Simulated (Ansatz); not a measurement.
# Grüneisen parameters and expansion of ZnAu (Pm-3m), part 2 of 4

Wanted: mode Grüneisen parameters of ZnAu and a free-energy fit over volumes.

Ansatz 0.2.0; DFT PBE, scalar-relativistic, plane waves, PAW.

So far. Step 2 (Probe on a coarse mesh): The start is under 5.0 GPa at this level and looks like a metal on this mesh.

## (4) Tight relaxation

The relaxation is repeated with tighter thresholds on force and stress, since phonons are sensitive to what is left; a change of mesh or smearing in the input moves the cell too.

File input.yaml:

```yaml
crystal:
  lattice:
    - [3.186696917, 0.0, 0.0]
    - [0.0, 3.186696917, 0.0]
    - [0.0, 0.0, 3.186696917]
  atoms:
    - { symbol: Zn, position: [0.5, 0.5, 0.5] }
    - { symbol: Au, position: [0.0, 0.0, 0.0] }
kpoints:
  mp_grid: { grid: [16, 16, 16] }
hamiltonian:
  xc: pbe
scf:
  occupations: { method: methfessel_paxton, width: 0.2 }
output:
  forces: true
  stress: true
  eigenvalues: true
  write_density: true
  write_potential: true
  elf: true
  volumetric_format: npy
relax:
  adjacent_minimum: "off"
  f_tol: 0.001
  max_steps: 60
  cell: { stress_tol: 0.01 }
```

Started as:

```console
$ ansatz run input.yaml --threads 4 --pin off --max-ram 8192MiB --backend cpu --events-out ev --progress --plain --runs-dir out
```

Numbers of over 12 decimals in the logs are rounded to 6 here.

Log:

```text
[...]
Crystal: 2 atoms, lattice volume = 32.361 Å³
Basis set: ecut = 420 eV, 619 PW (Γ), exchange–correlation on 48×48×48 points (8 copies of the dense FFT grid, shifted against one another)
Bands: 20, of which v1, the nominal top of the filled ones, is band 16 counted from 1 (15 counted from 0)
Symmetry: 48 space group operations
[...]
k-points: 165 of 4096
[...]
SCF iter   1: F=—  HF=-16468.783613 eV  |F-HF|=—  |Δ(HF+E_count)|=         —  Δρ=1.66e-3  dr2=8.19e-4  ethr=1.77e-3  ⟨swp⟩=4.9  Hψ=13433  notcnv=0
[...]
SCF iter   6: F=-16468.784609 eV  HF=-16468.784609 eV  |F-HF|=3.76e-9  |Δ(HF+E_count)|=   5.93e-8  S|Δr|=    0.00e0  Δρ=6.20e-6  dr2=1.10e-8  ethr=3.23e-10  ⟨swp⟩=8.9  Hψ=20396  notcnv=0
SCF 1 converged in 6 iterations: F = -16468.784609 eV  dr2 = 1.10e-8
[...]
relax step   1: F+E_penalty+E_count = -16468.78460871 eV  Δ(F+E_penalty+E_count) = +0.000e0 eV  max|allowed force component| = 7.363e-30 eV/Å  Δτ_max = 0.0000 Å  P = -0.057 GPa  Ω = 32.361 Å³  (6 SCF iters, dr2 threshold 1.00e-7 eV, accepted)
Crystal: 2 atoms, lattice volume = 32.336 Å³
[...]
SCF iter   5: F=-16468.784625 eV  HF=-16468.784625 eV  |F-HF|=6.55e-11  |Δ(HF+E_count)|=   2.98e-9  S|Δr|=    0.00e0  Δρ=1.65e-6  dr2=3.86e-10  ethr=2.63e-11  ⟨swp⟩=6.3  Hψ=16152  notcnv=0
SCF 2 converged in 5 iterations: F = -16468.784625 eV  dr2 = 3.86e-10
relax step   2: F+E_penalty+E_count = -16468.78462504 eV  Δ(F+E_penalty+E_count) = -1.633e-5 eV  max|allowed force component| = 1.972e-30 eV/Å  Δτ_max = 0.0000 Å  P = +0.034 GPa  Ω = 32.336 Å³  energy of the carried Pulay correction = +1.448e-5 eV  (5 SCF iters, dr2 threshold 8.17e-9 eV, accepted)
Crystal: 2 atoms, lattice volume = 32.345 Å³
[...]
SCF iter   4: F=-16468.784621 eV  HF=-16468.784621 eV  |F-HF|=1.37e-9  |Δ(HF+E_count)|=   1.69e-9  S|Δr|=    0.00e0  Δρ=3.02e-6  dr2=1.44e-9  ethr=9.12e-12  ⟨swp⟩=6.2  Hψ=16687  notcnv=0
SCF 3 converged in 4 iterations: F = -16468.784621 eV  dr2 = 1.44e-9
relax step   3: F+E_penalty+E_count = -16468.78462065 eV  Δ(F+E_penalty+E_count) = +4.385e-6 eV  max|allowed force component| = 4.996e-30 eV/Å  Δτ_max = 0.0000 Å  P = +0.000 GPa  Ω = 32.345 Å³  energy of the carried Pulay correction = +9.114e-6 eV  (4 SCF iters, dr2 threshold 2.83e-9 eV, accepted)
[...]
SCF iter   6: F=-16468.784605 eV  HF=-16468.784605 eV  |F-HF|=0.00e0  |Δ(HF+E_count)|=    0.00e0  S|Δr|=    0.00e0  Δρ=3.49e-8  dr2=1.72e-13  ethr=1.00e-12  ⟨swp⟩=4.7  Hψ=11751  notcnv=0
SCF 4 converged in 6 iterations: F = -16468.784605 eV  dr2 = 1.72e-13
relax step   4: F+E_penalty+E_count = -16468.78460501 eV  Δ(F+E_penalty+E_count) = +1.565e-5 eV  max|allowed force component| = 7.100e-30 eV/Å  Δτ_max = 0.0000 Å  P = +0.000 GPa  Ω = 32.345 Å³  stress off target by 2.95e-4 GPa  SCF on the basis re-selected at this cell (its energy is not comparable with the rows above)  (6 SCF iters)
basis re-selected at this cell: Δ(F+E_penalty+E_count) = +1.565e-5 eV, ΔP = +0.000 GPa vs the last step (what re-selecting the basis moved, of the pressure what is left beyond the Pulay correction that the steps carried, after the strain that the cell walked since its last selection, with what the two solves' SCF thresholds leave and, on support functions, any second-order correction that the steps lacked; it is no m [...]
SCF converged after 6 iterations
Stability not checked: this state was not tested for a lower state beside it, because cold or Methfessel-Paxton smearing, or corrected tetrahedra, fill the levels in a way that the test cannot read (fill_not_monotonic; see scf.lower_state_search)
Free energy (F): -16468.784605 eV
[...]
Internal energy: -16468.784681 eV  (E = F + TS)
E sigma→0 (E₀):  -16468.784624 eV
Entropy (-TS):   0.000076 eV (0.038 meV/atom)
Fermi energy:    16.236385 eV
[...]
--- Stress (GPa, compression-positive) ---
        0.000295      -0.000000       0.000000
       -0.000000       0.000295       0.000000
        0.000000       0.000000       0.000295
  P = ⅓ Tr σ = 0.0003 GPa (0.003 kbar)
--- Band table (eV; the first three rows and the last of 165) ---
  k-point 0: bands = [... 12 lower, 12.5827, 12.5827, 12.5827, 21.1848, 21.1848, 21.1848, 24.6560, 28.0775]
  k-point 1: bands = [... 12 lower, 12.5333, 12.5333, 12.5776, 20.5926, 21.3103, 21.3103, 25.0471, 28.0148]
  k-point 2: bands = [... 12 lower, 12.3973, 12.3973, 12.5631, 19.3738, 21.6747, 21.6747, 25.6172, 27.8379]
  k-point 164: bands = [... 12 lower, 13.1875, 13.1875, 17.5450, 19.6121, 19.9673, 19.9673, 19.9673, 21.9670]
--- Relaxed structure (3 steps of the walk, 3 accepted, 1 SCFs on fresh bases) ---
[...]
cell:  # Å, volume = 32.3452 Å³
    - [3.186176, 0, 0.0]
    - [0, 3.186176, 0]
    - [0.0, 0, 3.186176]
  atoms:
    - { symbol: Zn, position: [0.5, 0.5, 0.5] }
    - { symbol: Au, position: [0, 0, 0] }
```

Wall time 6.7 s (4 threads of Arm Neoverse V1, shared host); peak memory 0.42 GiB; 25 s of CPU time.

Little changed from the start: no atom moved by 0.005 Å and no cell edge by 0.1 %.

This step gave:

```
pressure        : 2.95e-4 GPa
volume per atom : 16.17 Å³
```

ELF in the ac plane at fractional y = 0.000, with atoms of Au within 0.2 Å of it. It is the smooth field of the valence electrons, not physical close to the nuclei.

Ten even steps from '_' (0.18) to '@' (0.79):
```
@@%%##**==::..______..::==**##%%
####**++--::..______..::--++**##
****++==::....______....::==++**
====--::......______......::--==
::::::......__________......::::
..........______________........
________________________________
________________________________
________________________________
..........______________........
::::::......__________......::::
====--::......______......::--==
****++==::....______....::==++**
####**++--::..______..::--++**##
@@%%##**==::..______..::==**##%%
@@@@##**==::..______..::==**##@@
```
Columns run along a (3.2 Å), rows up along c (3.2 Å). Atoms in or near the plane, at fractional coordinates: Au at (0.00, 0.00).

Valence density in the ac plane at fractional y = 0.000, with atoms of Au within 0.2 Å of it. It is the smooth field of the valence electrons, not physical close to the nuclei.

Values in e/Å³, 16 rows by 16 columns:
```
13 12  9  5  2  1  0  0  0  0  0  1  2  5  9 12
10  9  6  4  1  1  0  0  0  0  0  1  1  4  6  9
 6  5  4  2  1  0  0  0  0  0  0  0  1  2  4  5
 2  2  1  1  0  0  0  0  0  0  0  0  0  1  1  2
 1  1  1  0  0  0  0  0  0  0  0  0  0  0  1  1
 0  0  0  0  0  0  0  0  0  0  0  0  0  0  0  0
 0  0  0  0  0  0  0  0  0  0  0  0  0  0  0  0
 0  0  0  0  0  0  0  0  0  0  0  0  0  0  0  0
 0  0  0  0  0  0  0  0  0  0  0  0  0  0  0  0
 0  0  0  0  0  0  0  0  0  0  0  0  0  0  0  0
 1  1  1  0  0  0  0  0  0  0  0  0  0  0  1  1
 2  2  1  1  0  0  0  0  0  0  0  0  0  1  1  2
 6  5  4  2  1  0  0  0  0  0  0  0  1  2  4  5
10  9  6  4  1  1  0  0  0  0  0  1  1  4  6  9
13 12  9  5  2  1  0  0  0  0  0  1  2  5  9 12
15 13 10  6  2  1  0  0  0  0  0  1  2  6 10 13
```
Columns run along a (3.2 Å), rows up along c (3.2 Å). Atoms in or near the plane, at fractional coordinates: Au at (0.00, 0.00).

Electrostatic potential energy in the ac plane at fractional y = 0.000, with atoms of Au within 0.2 Å of it. With pseudopotentials it is smooth inside the atoms' cores, unlike the true potential.

Ten even steps from '0' (-35 eV) to '9' (18 eV):
```
0000479999974000
0002589999985200
0024789999987420
3457899999998754
7788999999999887
9999999999999999
9999999999999999
9999999999999999
9999999999999999
9999999999999999
7788999999999887
3457899999998754
0024789999987420
0002589999985200
0000479999974000
0000379999973000
```
Columns run along a (3.2 Å; values clipped at the 3rd and 97th percentile), rows up along c (3.2 Å). Atoms in or near the plane, at fractional coordinates: Au at (0.00, 0.00).

The residual pressure is 3.0e-4 GPa, small enough for phonons.

## (5) Lattice dynamics at this volume, V/V0 1

Phonons at this volume give one point of F(V, T); meshes stay fixed along the series.

File input.yaml:

```yaml
crystal:
  lattice:
    - [3.186176, 0.0, 0.0]
    - [0.0, 3.186176, 0.0]
    - [0.0, 0.0, 3.186176]
  atoms:
    - { symbol: Zn, position: [0.5, 0.5, 0.5] }
    - { symbol: Au, position: [0.0, 0.0, 0.0] }
kpoints:
  mp_grid: { grid: [16, 16, 16] }
hamiltonian:
  xc: pbe
scf:
  occupations: { method: methfessel_paxton, width: 0.2 }
output:
  eigenvalues: true
phonons:
  method: dfpt
  qmesh: [4, 4, 4]
  temperatures: { t_max: 1000, t_step: 50 }
  qpath:
    path:
      - [[0.0, 0.0, 0.0], [0.0, 0.5, 0.0], [0.5, 0.5, 0.0], [0.0, 0.0, 0.0], [0.5, 0.5, 0.5], [0.0, 0.5, 0.0]]
      - [[0.5, 0.5, 0.5], [0.5, 0.5, 0.0]]
    npoints: 10
```

Log:

```text
[...]
Crystal: 2 atoms, lattice volume = 32.345 Å³
Basis set: ecut = 420 eV, 619 PW (Γ), exchange–correlation on 48×48×48 points (8 copies of the dense FFT grid, shifted against one another)
Bands: 20, of which v1, the nominal top of the filled ones, is band 16 counted from 1 (15 counted from 0)
Symmetry: 48 space group operations
k-points: 165 of 4096
[...]
SCF iter   1: F=—  HF=-16468.783604 eV  |F-HF|=—  |Δ(HF+E_count)|=         —  Δρ=1.66e-3  dr2=8.20e-4  ethr=1.77e-3  ⟨swp⟩=4.9  Hψ=13447  notcnv=0
[...]
SCF iter   8: F=-16468.784605 eV  HF=-16468.784605 eV  |F-HF|=7.28e-12  |Δ(HF+E_count)|=  1.46e-11  S|Δr|=    0.00e0  Δρ=7.84e-8  dr2=2.46e-12  ethr=1.00e-12  ⟨swp⟩=5.9  Hψ=14778  notcnv=0
SCF 1 converged in 8 iterations: F = -16468.784605 eV  dr2 = 2.46e-12
[...]
phonons: the bands overlap, so this run is a metal and interpolates without the dipole-dipole term. If the crystal is really an insulator or semiconductor, its LO-TO splitting is missing
NSCF: frozen V_eff on 165 k-points
[...]
DFPT response loops at q = (0, 0, 0) (fractional): preconditioner auto → Kerker (q_TF=auto, 2.709 Å⁻¹) (partly filled bands, converged f_vac=0.000); β = 1.00, the filter's whole step (`scf.mixing.beta` (0.50) is not read by the response loops under this deck's `scf.mixing.preconditioner`; to damp them name `kerker` or `kerker_dos`, under which they read `scf.mixing.beta`, and type it under 1.00, their step now; both keys bind the ground state too); Broyden in place of MSR1
[...]
SCF converged after 8 iterations
[...]
Free energy (F): -16468.784605 eV
[...]
Internal energy: -16468.784681 eV  (E = F + TS)
E sigma→0 (E₀):  -16468.784624 eV
Entropy (-TS):   0.000076 eV (0.038 meV/atom)
Fermi energy:    16.236385 eV
[...]
--- Band table (eV; the first three rows and the last of 165) ---
  k-point 0: bands = [... 12 lower, 12.5827, 12.5827, 12.5827, 21.1848, 21.1848, 21.1848, 24.6560, 28.0775]
  k-point 1: bands = [... 12 lower, 12.5333, 12.5333, 12.5776, 20.5926, 21.3103, 21.3103, 25.0471, 28.0148]
  k-point 2: bands = [... 12 lower, 12.3973, 12.3973, 12.5631, 19.3738, 21.6747, 21.6747, 25.6172, 27.8379]
  k-point 164: bands = [... 12 lower, 13.1875, 13.1875, 17.5450, 19.6121, 19.9673, 19.9673, 19.9673, 21.9670]
--- Phonons (Γ-DFPT): 2 representative perturbations + reference (Σ response iterations 7) ---
  ASR residual: 1.647e-5 → 0.000e0 eV/Å²; symmetrization residual: 1.770e-6 eV/Å²
  ASR residual per site (eV/Å²): 1.65e-5 5.42e-7
  Γ frequencies (cm⁻¹): 0.00 0.00 0.00 128.02 128.02 128.02
--- Phonons (arbitrary-q DFPT): 10 irreducible q on the 4×4×4 mesh ---
  q = [0.0000, 0.0000, 0.0000] (star 1, of the zone-centre solve; hermiticity 1.20e-6, symmetrization 1.78e-12): -0.00 0.00 0.00 128.02 128.02 128.02
  q = [0.0000, 0.0000, 0.2500] (star 6, 4 solved perturbations in 4032 linear systems a pass and spin channel, the states on 1296 of 4096 k-point pairs; hermiticity 2.78e-6, symmetrization 8.67e-13): 38.06 38.06 67.49 122.25 122.25 142.56
[...]
q = [0.0000, 0.2500, -0.5000] (star 12, 6 solved perturbations on 1296 of 4096 k-point pairs; hermiticity 2.40e-6, symmetrization 8.29e-14): 34.78 52.81 55.30 114.07 144.81 158.50
[...]
sum rule: each row above includes the acoustic sum rule's correction from the zone centre's row sums; it moved no ω² by more than (0.26 cm⁻¹)²
  mesh force constants: q→R imaginary residual 4.68e-18; ASR residual 1.647e-5 → 0.000e0 eV/Å²; symmetrization residual 4.441e-15 eV/Å²
  interpolated dispersion: 62 rows × 6 modes
  density of states and harmonic sums: on the 20×20×20 q-mesh, interpolated from the force constants of a 4×4×4 supercell (no non-analytic term)
  largest difference from the sums on the solved wave vectors: F 5.97e-3 eV, S 9.98e-6 and C_V 4.01e-6 eV/K
  zero-point energy: 0.034180 eV/cell   skipped modes (ω ≤ 0): 3   left out of the sums: 6.25e-5 of the cell's modes: C_V's classical limit lies that fraction below 3 k_B per atom; for a crystal, a wire or a layer, F and S can be off by more, and a phonons.interpolated_qmesh denser along its periods is the remedy for the sampling
```

It took 10 min on 4 threads; peak memory 3.5 GiB; 40 min of CPU time.

This step gave:

```yaml
gamma_frequencies: 0, 0, 0, 128.0, 128.0, 128.0 cm⁻¹ (negative: imaginary)
lowest_frequency_on_the_path: 0 cm⁻¹
zero_point_energy: 0.03418 eV/cell
point_group: m-3m
highest_frequency: 161.4 cm⁻¹
debye_temperature_from_the_second_moment: 193 K
```

No LO-TO term. Phonon branches along the path, in cm⁻¹:

| point | branch 1 | branch 2 | branch 3 | branch 4 | branch 5 | branch 6 |
| --- | --- | --- | --- | --- | --- | --- |
| Γ | 0 | 0 | 0 | 128 | 128 | 128 |
| halfway | 38 | 38 | 68 | 122 | 122 | 143 |
| X | 50 | 50 | 93 | 114 | 114 | 155 |
| halfway | 35 | 53 | 55 | 114 | 145 | 158 |
| M | 17 | 17 | 56 | 115 | 161 | 161 |
| halfway | 8 | 49 | 72 | 118 | 139 | 147 |
| Γ | 0 | 0 | 0 | 128 | 128 | 128 |
| halfway | 36 | 36 | 60 | 138 | 138 | 142 |
| R | 77 | 77 | 77 | 134 | 134 | 134 |
| halfway | 34 | 48 | 59 | 123 | 144 | 154 |
| X | 50 | 50 | 93 | 114 | 114 | 155 |
| jump to R | 77 | 77 | 77 | 134 | 134 | 134 |
| halfway | 44 | 44 | 61 | 123 | 150 | 150 |
| M | 17 | 17 | 56 | 115 | 161 | 161 |

The phonon branches as a text plot (rows in cm⁻¹):

```
    158 |       ***********                          *****    ***
    151 |     **    *     ***                      **        *
    145 |   **             ****         *****     ***      **
    138 |          *         * *       *******  **   **   *
    131 |***      *           *********      ******    *  **
    124 | ***                  *** **              **       **
    118 |    **  *   **********                      ****     ***
    111 |      ******                                   **
    104 |
     98 |
     91 |      ***                                       *
     84 |     *                                         *
     77 |    *                                ***      *  *
     71 |   *     *          **      ***     *  ***        *
     64 |          *       **  *            *    * *  *    ***
     57 |            ******         *   *   *     * **        ***
     50 |      ******      ***           ***      *** ****  *
     44 |  * **   * *         * *        **            *     *
     37 |   *      * *   *     *        *          ****
     30 | *         * *            *   *                      *
     24 |  *         ** *       **  ***                        *
     17 |**            **      *                                *
     10 |*               *   ** ** *
      3 |                 ***    **
         Γ      X      M          Γ            R        X|R     M
```

The phonon density of states has structure finer than the step of the table below, so its rows give means over 5 cm⁻¹, whole bins alone (the curve runs from 1 to 161 cm⁻¹). Peaks (cm⁻¹: height): 51.0: 0.0998, 55.0: 0.103, 115.0: 0.0854, 155.0: 0.0962.

Tetrahedra on 20 20 20, mean over bins of 2 cm⁻¹. The phonon density of states by wavenumber; means over each step:

wavenumber (cm⁻¹), phonon density of states (1/cm⁻¹/cell) and a bar:
```
        5      0.001 
       10      0.006 ##
       15      0.017 ######
       20      0.029 ##########
       25      0.038 #############
       30      0.046 ################
       35      0.046 ################
       40      0.044 ###############
       45      0.060 #####################
       50      0.087 ##############################
       55      0.082 ############################
       60      0.046 ################
       65      0.034 ############
       70      0.037 #############
       75      0.017 ######
       80      0.006 ##
       85      0.003 #
       90      0.001 
       95      0.000 
      100      0.000 
      105      0.000 
      110      0.000 
      115      0.058 ####################
      120      0.069 ########################
      125      0.067 #######################
      130      0.052 ##################
      135      0.038 #############
      140      0.051 #################
      145      0.075 ##########################
      150      0.078 ###########################
      155      0.083 #############################
```

Harmonic. Thermo, by row:

| T (K) | F_vib (meV/atom) | S (J/mol-atom/K) | C_V (J/mol-atom/K) |
| --- | --- | --- | --- |
| 0 | 17.09 | 0 | 0 |
| 50 | 14.53 | 12.08 | 14.6 |
| 100 | 4.83 | 24.64 | 21.06 |
| 150 | -10.38 | 33.62 | 23.05 |
| 200 | -29.63 | 40.38 | 23.84 |
| 250 | -51.99 | 45.74 | 24.22 |
| 300 | -76.88 | 50.18 | 24.44 |
| 350 | -103.9 | 53.95 | 24.57 |
| 400 | -132.7 | 57.24 | 24.66 |
| 450 | -163.2 | 60.15 | 24.72 |
| 500 | -195 | 62.76 | 24.76 |
| 550 | -228.2 | 65.12 | 24.79 |
| 600 | -262.5 | 67.28 | 24.81 |
| 650 | -297.8 | 69.26 | 24.83 |
| 700 | -334.2 | 71.1 | 24.85 |
| 750 | -371.5 | 72.82 | 24.86 |
| 800 | -409.7 | 74.42 | 24.87 |
| 850 | -448.6 | 75.93 | 24.88 |
| 900 | -488.4 | 77.35 | 24.89 |
| 950 | -528.8 | 78.7 | 24.89 |
| 1000 | -569.9 | 79.97 | 24.9 |

Phonopy on the run's constants, 17x17x17 mesh, Gaussian sigma 2.0 cm⁻¹. The modes by wavenumber; read off at these points; values in 1/cm⁻¹/cell:

| wavenumber (cm⁻¹) | Au | Zn |
| --- | --- | --- |
| -10.0 | 0 | 0 |
| 0.0 | 3.0e-4 | 1.1e-4 |
| 10.0 | 0.00484 | 0.00171 |
| 20.0 | 0.0204 | 0.00671 |
| 30.0 | 0.0370 | 0.00985 |
| 40.0 | 0.0365 | 0.00746 |
| 50.0 | 0.0793 | 0.00867 |
| 60.0 | 0.0403 | 0.00466 |
| 70.0 | 0.0348 | 0.00286 |
| 80.0 | 0.00547 | 8.7e-4 |
| 90.0 | 0.00108 | 1.0e-4 |
| 100.0 | 0 | 0 |
| 110.0 | 1.6e-5 | 0.00246 |
| 117.5 | 0.00237 | 0.0718 |
| 120.0 | 0.00383 | 0.0652 |
| 130.0 | 0.00573 | 0.0426 |
| 140.0 | 0.00929 | 0.0418 |
| 147.9 | 0.0155 | 0.0625 |
| 150.0 | 0.0150 | 0.0619 |
| 155.0 | 0.0148 | 0.0688 |
| 160.0 | 0.00661 | 0.0232 |
| 170.0 | 0 | 0 |

No LO-TO term. Modes at Γ, with each element's share of the kinetic energy:

| mode | frequency (cm⁻¹) | symmetry | Zn % | Au % |
| --- | --- | --- | --- | --- |
| 1 | 0.0 | T1u | 25 | 75 |
| 2 | 0.0 | T1u | 25 | 75 |
| 3 | 0.0 | T1u | 25 | 75 |
| 4 | 128.0 | T1u | 75 | 25 |
| 5 | 128.0 | T1u | 75 | 25 |
| 6 | 128.0 | T1u | 75 | 25 |

Displacements in mode 4 (128.0 cm⁻¹), the largest set to 1:
```
Zn1  0.00  0.01  1.00
Au2  0.00  0.00 -0.33
```

No mode is imaginary beyond numerical noise at the solved wavevectors.

[end of part 2 of 4]

[Logs are printed without paths, hosts, clocks, repeated set-up lines and the standing remarks that a program may print on its own settings, such as how far it seeks lower states.]

[Hosts, paths, dates, database ids (printed as entryN), source tags and the programs' standing remarks are cut or masked in the printed files.]

[A step with changed settings may run another functional than the one named; its input shows which.]


